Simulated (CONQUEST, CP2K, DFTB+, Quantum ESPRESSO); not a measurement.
**Forces in phosphorene, 4 layers, S on P sites (96 atoms), program by program**

One geometry of phosphorene, 4 layers, S on P sites (96 atoms) is solved by several programs and methods. How far do their forces lie from a plane-wave PBE run?

Results are calculated, not measured.

## 1. The cell

The cell holds 96 atoms (75 P and 21 S), with edges of 10.34, 9.10 and 34.58 Å. Recipe: 4 layers of phosphorene (a = 3.314 Å), 3 x 2 cells, biaxial strain +4 %, every second layer slid by 0.500 of a1; facing planes 3.43, 3.33, 3.29 Å apart; 16 Å of vacuum; 21 of 96 P replaced by S at random; displaced by a Gaussian of 0.04 Å. Then every atom was moved at random, 0.02 Å r.m.s. a Cartesian component.

## 2. The reference input

Quantum ESPRESSO 7.5: Kohn-Sham DFT, PBE, SSSP efficiency 1.3.0 pseudopotentials, plane waves. Its input, pw.in:

```
&control
  calculation = 'scf'
  pseudo_dir = './pseudo'
  outdir = './tmp'
  disk_io = 'none'
  tprnfor = .true.
/
&system
  ibrav = 0
  nat = 96
  ntyp = 2
  ecutwfc = 45
  ecutrho = 360
  nosym = .true.
  occupations = 'smearing'
  smearing = 'fd'
  degauss = 0.003675
/
&electrons
  conv_thr = 4.8e-07
  electron_maxstep = 100
  mixing_beta = 0.2
  mixing_mode = 'local-TF'
  diagonalization = 'david'
/
ATOMIC_SPECIES
P 30.974 P.upf
S 32.060 S.upf
CELL_PARAMETERS angstrom
10.33970 0.00000 0.00000
0.00000 9.10210 0.00000
0.00000 0.00000 34.57800
ATOMIC_POSITIONS crystal
P 0.99130 0.04280 0.29154
S 0.99796 0.96532 0.23096
P 0.16978 0.21454 0.29197
P 0.16698 0.29597 0.22906
[... 90 atom lines left out ...]
P 0.00703 0.71869 0.76851
P 0.00009 0.78195 0.70595
K_POINTS gamma
```

```console
$ OMP_NUM_THREADS=1 mpirun -np 4 pw.x -in pw.in > output.txt
```

Run time: 9.5 min. Hardware: 4 MPI ranks of Arm Neoverse V1, shared host; peak memory 10 GiB.

It converged with an r.m.s. force component of 0.67 eV/Å.

## 3. The other programs

- CONQUEST 1.3: pseudo-atomic orbitals (double zeta with polarisation, or contracted to multi-site or on-site support functions) with norm-conserving potentials on an integration grid.
- CP2K 2026.2: Gaussian basis with GTH pseudopotentials and a plane-wave density; labels give functional, basis (MOLOPT sets; SR short-range, UZH the newer set with its own potentials), grid cutoff/relative cutoff and solver (OT: orbital transformation; TRS4, TC2, SIGN: linear-scaling purification with its sparsity filter), or its built-in tight binding.
- DFTB+ 25.1: tight binding, with Slater–Koster sets (DFTB) or xTB through its tblite library.

All use the same cell and atoms, and the electronic-structure runs the same k-mesh.

## 4. Side by side

Differences are against the reference: forces as r.m.s. over components, share as that over the reference's r.m.s. force, slope as the fitted ratio of a run's forces to the reference's.

| run | Δ force, r.m.s. (meV/Å) | share (%) | slope | cores | CPU time | memory (GiB) |
| --- | --- | --- | --- | --- | --- | --- |
| reference | - | - | - | 4 | 38 min | 10 |
| CONQUEST PBE, grid 80 Ha | 148 | 22.1 | 1.037 | 2 | 6.6 min | 6.1 |
| CONQUEST PBE, grid 80 Ha, multi-site 5 bohr (coarse) | 638 | 95.5 | 1.179 | 2 | 4.6 min | 5.7 |
| CP2K PBE, DZVP-UZH, 350/30 Ry, diagonalisation (coarse) | 83.7 | 12.5 | 1.000 | 4 | 6.7 min | 4.7 |
| CP2K PBE, DZVP-UZH, 350/50 Ry, diagonalisation | 83.7 | 12.5 | 1.000 | 4 | 7.6 min | 4.7 |
| CP2K revPBE, PBE potentials, DZVP-UZH, 350/50 Ry, diagonalisation | 71.1 | 10.7 | 1.018 | 4 | 7.9 min | 4.7 |
| DFTB+ DFTB 3ob-3-1 | 1232 | 184 | 1.839 | 1 | 8.4 s | 0.18 |
| DFTB+ GFN2-xTB | 590 | 88.3 | 1.298 | 1 | 23 s | 0.27 |
| DFTB+ IPEA1-xTB | 622 | 93.0 | 1.205 | 1 | 14 s | 0.25 |

Rows marked coarse were listed beforehand as settings not expected to be converged; some can still land near the reference.

CPU time is summed over cores on shared hosts, of unlike kinds, so it is rough.

## 5. Findings

Forces lie from 11 % (CP2K revPBE, PBE potentials, DZVP-UZH, 350/50 Ry, diagonalisation) to 184 % (DFTB+ DFTB 3ob-3-1) of the reference's r.m.s. force of 0.67 eV/Å away from it. The PBE runs in local orbitals, coarse settings apart, differ by 13 % (CP2K PBE, DZVP-UZH, 350/50 Ry, diagonalisation) to 22 % (CONQUEST PBE, grid 80 Ha); basis, grid and potentials can all enter. Tight binding differs by 88 % (DFTB+ GFN2-xTB) to 184 % (DFTB+ DFTB 3ob-3-1); it is another model, with fitted parameters of its own, and the xTB methods hold dispersion. Rows with another functional or a dispersion term differ by 11 % (CP2K revPBE, PBE potentials, DZVP-UZH, 350/50 Ry, diagonalisation), which mixes the change of model with differences of basis and potentials, some of them made for another functional.

IPEA1-xTB was fitted to ionisation energies and electron affinities, not to forces or charges. Runs with settings chosen to be coarse differ by 13 % (CP2K PBE, DZVP-UZH, 350/30 Ry, diagonalisation) to 95 % (CONQUEST PBE, grid 80 Ha, multi-site 5 bohr), their programs' other errors included. The nearest run uses another functional than the reference, so its closeness isn't agreement at one level.

Caveats: Periodic xTB results under one method name differ between programs and library versions (DFTB+ here holds tblite 0.3). The electron count is odd in these runs, and they have no spin polarisation, so the unpaired electron is spread evenly over both spins. The electron count is odd and the run has no spin polarisation, so levels at the top are partly filled by construction. The electronic-structure runs sample only Γ, in a cell whose shortest periodic width is 9 Å, which is coarse for a cell with partly filled levels. The slab repeats along its normal with no dipole correction. The reference's PBE has no dispersion term. Where levels are smeared, the DFT runs use Fermi–Dirac occupations at 580 K (0.05 eV), and energies are free energies. The atoms were displaced at random, and shares hang on the size of the forces that this gives. The reference's cutoffs and mesh weren't converged further here.

[Logs are printed without paths, hosts, clocks, repeated set-up lines and the standing remarks that a program may print on its own settings, such as how far it seeks lower states.]

[Hosts, paths, dates, database ids (printed as entryN), source tags and the programs' standing remarks are cut or masked in the printed files.]

[Cells were taken only where this reference lay near another plane-wave run.]
